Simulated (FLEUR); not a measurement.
**MnF2: parallel and opposed starts**

Wanted: the moments of MnF2 and the energy of each order that was tried.

Program: FLEUR MaX-R8.1. Level of theory: PBEsol with U = 4 eV on Mn d; all-electron FLAPW, Dirac cores, scalar-relativistic bands. Results are calculated unless marked as measured.

**1. The structure**

Symmetry: P4_2/mnm, No. 136, tetragonal system. The conventional cell has a = 4.874 Å, b = 4.874 Å, c = 3.311 Å, α = 90.00°, β = 90.00°, γ = 90.00°. Nearest to Mn lie 6 F at 2.10 to 2.13 Å. F has 3 Mn at 2.10 to 2.13 Å nearest. Farther neighbours and most contacts between anions are not listed.

As a file:

```
Mn F
1.0
     4.87380    0.00000    0.00000
     0.00000    4.87380    0.00000
     0.00000    0.00000    3.31070
Mn F
2 4
Direct
  0.00000 0.00000 0.00000
  0.50000 0.50000 0.50000
  0.30530 0.30530 0.00000
  0.19470 0.80530 0.50000
  0.69470 0.69470 0.00000
  0.80530 0.19470 0.50000
```

**2. Order 1, typed as ferro ++**

The parallel start is the test of whether parallel moments hold. A Hubbard U acts on the open shell, since semilocal functionals spread its electrons too much.

inpgen writes inp.xml from crystal.txt; cutoffs, mixing, functional, smearing and local orbitals are then set in the file. The k list default-1 (kpts.xml, not shown) is a Γ-centred 6×6×6 mesh; where the ranks do not divide the number of points, some are split in two of half the weight.

Input file inp.xml:

```
<?xml version="1.0" encoding="UTF-8" standalone="no"?>
<fleurInput fleurInputVersion="0.39">
   <comment>
      MnF2
   </comment>
   <calculationSetup>
      <cutoffs Kmax="4.29" Gmax="12.9" GmaxXC="12.9" numbands="0"/>
      <scfLoop itmax="130" minDistance="0.0001" maxIterBroyd="15" imix="Anderson" alpha="0.05" precondParam="0.0" spinf="2.0" sdNocoIR="T"/>
      <coreElectrons ctail="T" frcor="F" kcrel="0" coretail_lmax="0"/>
      <xcFunctional name="PBEs" relativisticCorrections="F"/>
      <magnetism jspins="2"/>
      <soc l_soc="F" theta="0.0" phi="0.0" spav="F"/>
      <expertModes spex="0" secvar="F"/>
      <geometryOptimization l_f="F" forcealpha="1.0" forcemix="BFGS" epsdisp="0.00001" epsforce="0.00001"/>
      <ldaU l_linMix="F" mixParam="0.05" spinf="1.0"/>
   </calculationSetup>
   <cell>
      <bzIntegration valenceElectrons="58.0" mode="hist" fermiSmearingEnergy="0.00183747">
         <kPointListSelection listName="default-1"/>
         <xi:include xmlns:xi="http://www.w3.org/2001/XInclude" href="kpts.xml"> </xi:include>
      </bzIntegration>
      <xi:include xmlns:xi="http://www.w3.org/2001/XInclude" href="sym.xml"> </xi:include>
      <bulkLattice scale="1.0">
         <bravaisMatrix>
            <row-1>    9.2101471860754796     0.0000000000000000     0.0000000000000000</row-1>
            <row-2>    0.0000000000000000     9.2101471860754796     0.0000000000000000</row-2>
            <row-3>    0.0000000000000000     0.0000000000000000     6.2563162807132198</row-3>
         </bravaisMatrix>
      </bulkLattice>
   </cell>
   <atomSpecies>
      <species name="Manganese 4.501" element="Mn" atomicNumber="25">
         <mtSphere radius="2.48" gridPoints="819" logIncrement="0.015"/>
         <atomicCutoffs lmax="10" lnonsphr="8"/>
         <electronConfig flipSpins="F">
            <coreConfig>(1s1/2) (2s1/2) (2p1/2) (2p3/2)</coreConfig>
            <valenceConfig>(3s1/2) (3p1/2) (3p3/2) (4s1/2) (3d3/2) (3d5/2)</valenceConfig>
            <stateOccupation state="(3d3/2)" spinUp="1.7505" spinDown="0.2495"/>
            <stateOccupation state="(3d5/2)" spinUp="3.0" spinDown="0.0"/>
         </electronConfig>
         <energyParameters s="4" p="4" d="3" f="4"/>
         <ldaU l="2" U="4.0" J="0.0" l_amf="F"/>
         <lo type="SCLO" l="0" n="3" eDeriv="0"/>
         <lo type="SCLO" l="1" n="3" eDeriv="0"/>
      </species>
      <species name="Fluorine (F)" element="F" atomicNumber="9">
         <mtSphere radius="1.4" gridPoints="463" logIncrement="0.023"/>
         <atomicCutoffs lmax="6" lnonsphr="4"/>
         <electronConfig flipSpins="F">
            <coreConfig>(1s1/2)</coreConfig>
            <valenceConfig>(2s1/2) (2p1/2) (2p3/2)</valenceConfig>
            <stateOccupation state="(2p1/2)" spinUp="0.833333" spinDown="0.833333"/>
            <stateOccupation state="(2p3/2)" spinUp="1.666667" spinDown="1.666667"/>
         </electronConfig>
         <energyParameters s="2" p="2" d="3" f="4"/>
      </species>
   </atomSpecies>
   <atomGroups>
      <atomGroup species="Manganese 4.501">
         <relPos label="                   1">.0000000000 .0000000000 .0000000000</relPos>
         <relPos label="                   2">1.000/2.000 1.000/2.000 1.000/2.000</relPos>
         <force calculate="T" relaxXYZ="TTT"/>
      </atomGroup>
      <atomGroup species="Fluorine (F)">
         <relPos label="                   3">.3053000000 .3053000000 .0000000000</relPos>
         <relPos label="                   4">.1947000000 -.1947000000 1.000/2.000</relPos>
         <relPos label="                   5">-.3053000000 -.3053000000 .0000000000</relPos>
         <relPos label="                   6">-.1947000000 .1947000000 1.000/2.000</relPos>
         <force calculate="T" relaxXYZ="TTT"/>
      </atomGroup>
   </atomGroups>
   <output dos="F" band="F" slice="F">
      <bandDOS minEnergy="-.5*Htr" maxEnergy="0.5*Htr" sigma="0.015" storeEVData="T"/>
      <plotting iplot="0" polar="F">
         <plot TwoD="T" vec1="  1.0  0.0  0.0" vec2="  0.0  1.0  0.0" vec3="  0.0  0.0  1.0" zero="  0.0  0.0  0.0" file="plot"/>
      </plotting>
      <moessbauerParams electricFieldGradient="F" isomerShift="F" coreHyperfine="F" valenceHyperfine="F"/>
   </output>
</fleurInput>
```

Input file crystal.txt:

```
MnF2
&input film=F cartesian=F /
4.87380000000  0.00000000000  0.00000000000
0.00000000000  4.87380000000  0.00000000000
0.00000000000  0.00000000000  3.31070000000
1.8897261246
1.0 1.0 1.0

6
25 0.00000000000  0.00000000000  0.00000000000 : 4.501
25 0.50000000000  0.50000000000  0.50000000000 : 4.501
9 0.30530000000  0.30530000000  0.00000000000
9 0.19470000000  0.80530000000  0.50000000000
9 0.69470000000  0.69470000000  0.00000000000
9 0.80530000000  0.19470000000  0.50000000000

&kpt div1=6 div2=6 div3=6 gamma=T /
```

Command:

```bash
OMP_NUM_THREADS=1 inpgen -f crystal.txt > inpgen.log  # inp.xml is then edited as shown
OMP_NUM_THREADS=1 mpirun -n 4 fleur_MPI > fleur.log
```

The program printed:

```text
Welcome to FLEUR        (www.flapw.de)
      MaX-Release 8.1          (www.max-centre.eu)

 ========== k-point set info ==========
 Selected k-point list: default-1
 k-point list type: mesh
 6 x 6 x 6
 Number of k points: 40

 ------------Calculation Setup---------------------------
 Number of MPI-tasks      :            4
 Number of PE/node        :            4
 Number of OMP-threads    :            1
 k-points in parallel     :            4
 pe's per k-point         :            1
 No of k-point loops      :           10
 Eigenvalue solver        :       lapack
 Number of basis functions:          761
 Approximate size of matrices (H+S) per k-point:         0.009 GB
 --------------------------------------------------------
 no density matrix found ... skipping LDA+U
 Reset of history
 Iteration:     1   Distance:      13.39336387 me/bohr^3
 Iteration:     2   Distance:      12.30623695 me/bohr^3
 Iteration:     3   Distance:      10.96818500 me/bohr^3
 Iteration:     4   Distance:       6.57560869 me/bohr^3
 Iteration:     5   Distance:       2.70912179 me/bohr^3
 Iteration:     6   Distance:       1.57048148 me/bohr^3
 Iteration:     7   Distance:       0.50904946 me/bohr^3
 Iteration:     8   Distance:       0.37119999 me/bohr^3
 Iteration:     9   Distance:       0.05605754 me/bohr^3
 Iteration:    10   Distance:       0.03877941 me/bohr^3
 Iteration:    11   Distance:       0.00897190 me/bohr^3
 Iteration:    12   Distance:       0.01052053 me/bohr^3
 Iteration:    13   Distance:       0.00190264 me/bohr^3
 Iteration:    14   Distance:       0.00028643 me/bohr^3
 Iteration:    15   Distance:       0.00027038 me/bohr^3
 Iteration:    16   Distance:       0.00005404 me/bohr^3

 ********************************************************************
 Run finished successfully
 Stop message:
   all done
 ********************************************************************

--- out.xml (last complete iteration) ---
<iteration numberForCurrentRun="   16" overallNumber="   16">
         [... left out ...]
         <bandgap value="2.3798284497" units="eV"/>
         <sumValenceSingleParticleEnergies value="-36.8679342703" units="Htr"/>
         <FermiEnergy value="0.1109492997" units="Htr"/>
         <valenceDensity>
            <mtCharges spin="1">
               <mtCharge atomType="1" total="9.2217710" s="1.1230297" p="3.1486166" d="4.8863043" f="0.0416239"/>
               <mtCharge atomType="2" total="2.8505288" s="0.8081011" p="2.0396898" d="0.0023377" f="0.0003313"/>
            </mtCharges>
            <mtCharges spin="2">
               <mtCharge atomType="1" total="4.4835692" s="1.0946115" p="3.1245847" d="0.2020138" f="0.0402809"/>
               <mtCharge atomType="2" total="2.7959917" s="0.8016648" p="1.9939457" d="0.0003107" f="0.0000528"/>
            </mtCharges>
            <spinDependentCharge spin="1" total="34.0000000" interstitial="4.1543427" mtSpheres="29.8456573"/>
            <spinDependentCharge spin="2" total="24.0000000" interstitial="3.8488949" mtSpheres="20.1511051"/>
            <totalCharge value="58.0000000000"/>
         </valenceDensity>
         [... left out ...]
         <allElectronCharges>
            <spinDependentCharge spin="1" total="48.0000000" interstitial="4.1543423" mtSpheres="43.8456577"/>
            <spinDependentCharge spin="2" total="38.0000000" interstitial="3.8488944" mtSpheres="34.1511056"/>
            <totalCharge value="85.9999999968"/>
         </allElectronCharges>
         <magneticMomentsInMTSpheres units="muBohr">
            <globalMagMoment atomType="1" vec="0.00000   0.00000   4.73820"/>
            <localMagMoment atomType="1" vec="0.00000   0.00000   4.73820"/>
            <globalMagMoment atomType="2" vec="0.00000   0.00000   0.05454"/>
            <localMagMoment atomType="2" vec="0.00000   0.00000   0.05454"/>
         </magneticMomentsInMTSpheres>
         <moessbauerParams unitsHFF="kG" unitsIS="e/bohr^3" unitsEFG="Htr/bohr^2">
         </moessbauerParams>
         <totalEnergy value="    -2713.5332397286" units="Htr">
            <sumOfEigenvalues value="    -1550.0123586245">
               <coreElectrons value="-1513.1444243542"/>
               <valenceElectrons value="-36.8679342703"/>
            </sumOfEigenvalues>
            <densityCoulombPotentialIntegral value="-4103.9937258129"/>
            <densityEffectivePotentialIntegral value="-4290.8407495458"/>
            <chargeDenXCDenIntegral value="-142.9489976124"/>
            <FockExchangeEnergyValence value="0.0000000000"/>
            <FockExchangeEnergyCore value="0.0000000000"/>
            <atomTypeDependentContributions atomType="1">
               <electronNucleiInteractionDifferentMTs value="2759.4026661558"/>
               <MadelungTerm value="-16.6988746430"/>
            </atomTypeDependentContributions>
            <atomTypeDependentContributions atomType="2">
               <electronNucleiInteractionDifferentMTs value="465.0901106861"/>
               <MadelungTerm value="-18.9282516820"/>
            </atomTypeDependentContributions>
            <dftUCorrection value="-0.7041330358"/>
            <tkbTimesEntropy value="0.0000000000"/>
            <freeEnergy value="-2713.5332397286"/>
            <extrapolationTo0K value="-2713.5332397286"/>
         </totalEnergy>
         <ldaUDensityMatrix>
            <densityMatrixFor spin="1" atomType="1" uIndex="1" l="2" U="4.00000000" J="0.00000000">
               (+0.97418,+0.00000) (+0.00000,+0.00000) (+0.00000,-0.01641) (+0.00000,+0.00000) (-0.01352,+0.00000)
               (+0.00000,+0.00000) (+0.98119,+0.00000) (+0.00000,+0.00000) (+0.00000,+0.01999) (+0.00000,+0.00000)
               (+0.00000,+0.01641) (+0.00000,+0.00000) (+0.97557,+0.00000) (+0.00000,+0.00000) (+0.00000,-0.01641)
               (+0.00000,+0.00000) (+0.00000,-0.01999) (+0.00000,+0.00000) (+0.98119,+0.00000) (+0.00000,+0.00000)
               (-0.01352,+0.00000) (+0.00000,+0.00000) (+0.00000,+0.01641) (+0.00000,+0.00000) (+0.97418,+0.00000)
            </densityMatrixFor>
            <densityMatrixFor spin="2" atomType="1" uIndex="1" l="2" U="4.00000000" J="0.00000000">
               (+0.03616,+0.00000) (+0.00000,+0.00000) (+0.00000,-0.02228) (+0.00000,+0.00000) (-0.02014,+0.00000)
               (+0.00000,+0.00000) (+0.04575,+0.00000) (+0.00000,+0.00000) (+0.00000,+0.02796) (+0.00000,+0.00000)
               (+0.00000,+0.02228) (+0.00000,+0.00000) (+0.03820,+0.00000) (+0.00000,+0.00000) (+0.00000,-0.02228)
               (+0.00000,+0.00000) (+0.00000,-0.02796) (+0.00000,+0.00000) (+0.04575,+0.00000) (+0.00000,+0.00000)
               (-0.02014,+0.00000) (+0.00000,+0.00000) (+0.00000,+0.02228) (+0.00000,+0.00000) (+0.03616,+0.00000)
            </densityMatrixFor>
         </ldaUDensityMatrix>
         <ldaUDensityMatrixConvergence>
            <distance spin="1" distance="0.000000"/>
            <distance spin="2" distance="0.000000"/>
         </ldaUDensityMatrixConvergence>
         <densityConvergence units="me/bohr^3">
            <chargeDensity spin="1" distance="0.0000239811"/>
            <chargeDensity spin="2" distance="0.0000360837"/>
            <overallChargeDensity distance="0.0000540372"/>
            <spinDensity distance="0.0000288832"/>
         </densityConvergence>
      </iteration>
```

Run time: 34 s. Hardware: 4 MPI ranks of AMD EPYC 9R45 (Zen 5), shared host; peak memory 0.31 GiB.

Spin moment in the muffin-tin sphere by atom:

| atom | spin moment in the muffin-tin sphere (μB) |
| --- | --- |
| Mn1 | 4.74 |
| Mn2 | 4.74 |
| F3 | 0.05 |
| F4 | 0.05 |
| F5 | 0.05 |
| F6 | 0.05 |

Read from the output:

```yaml
free_energy: -73839.0011 eV
program_s_band_gap_on_this_mesh_in_a_metal_only_a_level_spacing: 2.380 eV
magnetization: 10 μB
final_state: ferromagnetic
```

After 16 cycles the largest moment stands at 4.74 μB.

[end of part 1 of 2]

[Logs and program files are shortened in this print: banners, set-up blocks, solver, clock and traceback lines can be left out without a mark of their own.]

[Logs are printed without paths, hosts, clocks, repeated set-up lines and the standing remarks that a program may print on its own settings, such as how far it seeks lower states.]

[Hosts, paths, dates, database ids (printed as entryN), source tags and the programs' standing remarks are cut or masked in the printed files.]

[Where a cell is said to come from a database of computed structures, the database is the Materials Project.]
